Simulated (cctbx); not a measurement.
# Finding the light atoms

Cell a = 6.8980 Å, b = 6.8980 Å, c = 18.5550 Å, α = 90.00°, β = 90.00°, γ = 120.00°; space group R-3m (no. 166); content Nb3 V9 S24 Li12. The heavier atoms are placed; Li is still missing.

Simulated single-crystal data (cctbx): Mo Kα, λ = 0.71073 Å, to d = 0.77 Å, 70 % of the full sphere, strongest reflection 40000 counts, noise from counting, a 2 % proportional error and a noise floor of 15 counts (s.d.); no absorption.

Refinement without Li (map in e/Å³):

```text
Rint 0.027, 246 unique reflections to 0.77 A
cycle     R1     wR2    GooF  max shift (A)
   1  0.0964  0.1461   6.001   0.01520
   2  0.0464  0.0825   3.387   0.00041
final R1 0.0463 wR2 0.0825 GooF 3.387  parameters 7  data/parameter 35.1
atom        x        y        z      Ueq    occ   su(xyz)  su(Uiso or U11)
Nb1    0.00000  0.00000  0.00000   0.0183  1.000  0.00000  0.0004
V1     0.00000  0.50000  0.00000   0.0282  1.000  0.00000  0.0005
S1     0.01600  0.50800  0.24732   0.0210  1.000  0.00030  0.0004
S2     0.00000  0.00000  0.25990   0.0257  1.000  0.00019  0.0007
difference map: max 2.35 min -0.98 rms 0.29
Q1    0.0000  0.0000  0.2459    6    2.42  0.26 A from S2
Q2    0.0038  0.5019  0.7478   18    2.06  0.15 A from S1
Q3    0.0000  0.0000  0.4700    6    1.84  2.12 A from S1
Q4    0.9980  0.4990  0.4695   18    1.43  2.24 A from S1
Q5    0.0000  0.0000  0.0370    6    1.13  0.69 A from Nb1
Q6    0.0807  0.5404  0.4944   18    1.09  2.22 A from S2
Q7    0.0000  0.4320  0.5000   18    0.96  2.22 A from S1
Q8    0.0243  0.5122  0.9621   18    0.83  0.72 A from V1
```

The data are simulated with cctbx, not measured: neutrons of λ = 0.95 Å, to d = 0.7 Å, 70 % of the full sphere, strongest reflection 5000 counts, noise from counting, a 2 % proportional error and a noise floor of 15 counts (s.d.); no absorption.

Refinement without Li (map in fm/Å³; only maxima are listed):

```text
Rint 0.043, 326 unique reflections to 0.70 A
cycle     R1     wR2    GooF  max shift (A)
   1  0.2598  0.4756  18.957   0.02634
   8  0.2464  0.4665  18.597   0.00881
final R1 0.2290 wR2 0.4459 GooF 17.774  parameters 7  data/parameter 46.6
atom        x        y        z      Ueq    occ   su(xyz)  su(Uiso or U11)
Nb1    0.00000  0.00000  0.00000   0.0191  1.000  0.00000  0.0018
V1     0.00000  0.50000  0.00000   0.0001  1.000  0.00000  0.0072
S1     0.01673  0.50836  0.24349   0.0210  1.000  0.00128  0.0017
S2     0.00000  0.00000  0.25751   0.0390  1.000  0.00113  0.0035
difference map: max 3.71 min -7.67 rms 0.50
Q1    0.0000  0.0000  0.0000    3    3.75  0.00 A from Nb1
Q2    0.0000  0.0000  0.2811    6    3.38  0.44 A from S2
Q3    0.9992  0.4996  0.0274   18    2.79  0.51 A from V1
Q4    0.9954  0.4977  0.2937   18    2.13  0.94 A from S1
Q5    0.0000  0.0000  0.4413    6    1.94  1.92 A from S1
Q6    0.0000  0.0000  0.2383    6    1.92  0.36 A from S2
Q7    0.9992  0.4996  0.4415   18    1.83  2.07 A from S1
Q8    0.0000  0.0000  0.1744    6    1.72  1.54 A from S2
```

**Question.** Where is Li, and which data fix it better?

Li sits at (1/3, 1/6, 1/6) and (1/3, 2/3, 1/6). Adding it takes R1 from 0.046 to 0.012 with X-rays and from 0.229 to 0.013 with neutrons. Symmetry fixes its coordinates; the s.u. of its U is 0.0020 Å² with X-rays and 0.0003 Å² with neutrons. No listed X-ray peak is on it. No listed neutron peak is on it. Natural Li has a negative scattering length, so it shows as a hole in the neutron map (minimum -7.7), not among the maxima.

Final neutron refinement:

```text
Rint 0.043, 326 unique reflections to 0.70 A
cycle     R1     wR2    GooF  max shift (A)
   1  0.1404  0.2774  11.093   0.04402
   2  0.0127  0.0248   0.991   0.00000
final R1 0.0127 wR2 0.0248 GooF 0.991  parameters 9  data/parameter 36.2
atom        x        y        z      Ueq    occ   su(xyz)  su(Uiso or U11)
Nb1    0.00000  0.00000  0.00000   0.0178  1.000  0.00000  0.0001
V1     0.00000  0.50000  0.00000   0.0264  1.000  0.00000  0.0006
S1     0.01743  0.50872  0.24708   0.0268  1.000  0.00007  0.0001
S2     0.00000  0.00000  0.26070   0.0310  1.000  0.00004  0.0001
Li1    0.33333  0.16667  0.16667   0.0360  1.000  0.00000  0.0002
Li2    0.33333  0.66667  0.16667   0.0357  1.000  0.00000  0.0003
difference map: max 0.18 min -0.15 rms 0.03
Q1    0.0000  0.0000  0.1919    6    0.19  1.28 A from S2
Q2    0.0786  0.1572  0.0134   18    0.14  0.97 A from Nb1
Q3    0.0000  0.0000  0.1197    6    0.09  2.17 A from Li1
Q4    0.0188  0.5094  0.5360   18    0.09  0.68 A from Li1
Q5    0.0849  0.1698  0.1577   18    0.09  1.71 A from S1
Q6    0.0000  0.0000  0.0327    6    0.09  0.61 A from Nb1
```

The model was made for the exercise: a known structure type with other elements put in, its volume estimated, not relaxed; displacement parameters are assumed.

[Middle refinement cycles are left out of these outputs.]

[Logs are printed without paths, hosts, clocks, repeated set-up lines and the standing remarks that a program may print on its own settings, such as how far it seeks lower states.]
